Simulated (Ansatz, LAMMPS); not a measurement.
# Elastic response of glassy 77SiO2-6B2O3-8CaO-8MgO (mol %) (142 atoms): runs compared

How stiff is glassy 77SiO2-6B2O3-8CaO-8MgO (mol %) (142 atoms)?

Computed with Ansatz 0.2.0: Kohn-Sham DFT, PBE, PAW (set soft_2), plane waves.

### 1. The cell as built

The cell holds 142 atoms: 37 Si, 6 B, 4 Ca, 4 Mg and 91 O. Cell: a = 12.289 Å, b = 12.289 Å, c = 12.289 Å, α = 90.0°, β = 90.0°, γ = 90.0°. 142 atoms (37 Si, 6 B, 4 Ca, 4 Mg, 91 O) placed at random at 2.31 g/cm³, melted at 3000 K for 20 ps at fixed volume with the Buckingham and Coulomb pair potential of Guillot and Sator (Geochim. Cosmochim. Acta 71, 1249 (2007)) with the boron terms of Wang et al. (J. Non-Cryst. Solids 498, 294 (2018)). Quenched from 3000 K to 300 K at 300 K/ps and fixed volume, held 10 ps at zero pressure.

What the set-up can't give: The quench rate of 300 K/ps is orders of magnitude faster than experiment, which tends to freeze in extra defects. The network of bonds at the start is that of the classical potential that made the cell, and needn't be the one that DFT or experiment would give. The Brillouin zone is sampled at Γ only.

### 2. The reference run

The reference is a single point at the end of the relaxation.

Every strained cell starts from the geometry of this run, and its atoms are relaxed with the cell held.

Its input, with most atom lines left out:

```yaml
crystal:
  lattice:
    - [12.43003, -0.20612, 0.29162]
    - [-0.20612, 12.54211, -0.01237]
    - [0.29162, -0.01237, 12.6547]
  atoms:
    - { symbol: Si, position: [0.28546, 0.2243, 0.42784] }
    - { symbol: Si, position: [0.13755, 0.33406, 0.57094] }
    - { symbol: Si, position: [0.9176, 0.52829, 0.36878] }
    - { symbol: Si, position: [0.021, 0.30068, 0.10078] }
    - { symbol: Si, position: [0.59058, 0.26859, 0.27579] }
    - { symbol: Si, position: [0.79606, 0.58503, 0.01295] }
    - { symbol: Si, position: [0.06647, 0.06374, 0.8412] }
    [... atom lines 8 to 142 left out ...]
kpoints:
  mp_grid: { grid: [1, 1, 1] }
hamiltonian:
  xc: pbe
scf:
  occupations: { method: fixed }
output:
  forces: true
  stress: true
  populations: true
  dos:
    method: { smearing: { sigma: 0.08 } }
    de: 0.1
    projected: { site_lists: { B: [B], Ca: [Ca], Mg: [Mg], O: [O], Si: [Si] } }
  eigenvalues: true
  write_density: true
  write_potential: true
  volumetric_format: npy
  elf: true
```

- free energy per atom: -642.3535 eV/atom
- r.m.s. force component: 0.00528 eV/Å
- pressure: 0.002209 GPa

Filled and empty levels are parted by 4.03 eV (at Γ alone); a semilocal functional tends to put such gaps too low. In a disordered cell it changes from sample to sample, and tail or defect levels can set it.

### 3. The runs

Each row is one run, on 4 threads of Intel Xeon Platinum 8488C (Sapphire Rapids), shared host. The free energy is the program's total, comparable only between runs with the same functional, potentials and atoms.

| run | atoms | outcome | ionic steps, all passes | free energy (eV) | time | host memory (GiB) |
| --- | --- | --- | --- | --- | --- | --- |
| Single point at the start | 142 | converged | - | -91201.722 | 26 s | 2.7 |
| Cell and atoms relaxed | 142 | converged | 31 | -91214.201 | 12 min | 2.9 |
| Single point at the relaxed geometry | 142 | converged | - | -91214.201 | 45 s | 3.1 |
| Volume -3 % | 142 | converged | 7 | -91213.950 | 3.1 min | 3.0 |
| Volume +3 % | 142 | converged | 11 | -91213.990 | 5.1 min | 3.2 |
| Volume -6 % | 142 | cut at the time limit | 21 | -91213.458 | 10 min | 3.0 |
| Volume +6 % | 142 | cut at the time limit | 11 | -91213.506 | 7 min | 3.2 |
| Volume -10 % | 142 | cut at the time limit | 8 | -91211.472 | 4.5 min | 2.8 |
| Stretched by 1 % along x | 142 | cut at the time limit | 3 | - | 1.8 min | 3.1 |

In some runs the program notes that the SCF threshold is loose for the stress.

### 4. Pressure against volume

Atoms are relaxed at each volume, in the scaled cell.

| volume change (%) | volume (Å³/atom) | energy change (meV/atom) | pressure (GPa) | largest move on relaxing (Å) | bonds | gap (eV) |
| --- | --- | --- | --- | --- | --- | --- |
| -3 | 13.466 | 1.76 | 1.39 | 0.13 | 204 | 4.13 |
| +0 | 13.882 | 0.00 | 0.00 | - | 204 | 4.03 |
| +3 | 14.298 | 1.48 | -1.14 | 0.19 | 204 | 3.97 |

### 5. What came out

The bulk modulus, from the slope of pressure against ln V over the three points nearest the relaxed volume, is 42.2 GPa. The gap goes from 4.13 eV at the smallest volume to 3.97 eV at the largest, -2.7 eV per unit of ln V by a straight line, on the run's k-points.

**Limits.** Strains are finite and relaxations stop at the force tolerance of the input, which can leave moduli too stiff; they are those of a static cell at zero temperature. Volumes are changed with the cell's shape held, so in an anisotropic solid the modulus lies over the one under free hydrostatic load. The program notes that the SCF threshold of the relaxations is loose for the stress.

The DFT runs together took 45 min of wall time.

[Logs are printed without paths, hosts, clocks, repeated set-up lines and the standing remarks that a program may print on its own settings, such as how far it seeks lower states.]

[Hosts, paths, dates, database ids (printed as entryN), source tags and the programs' standing remarks are cut or masked in the printed files.]
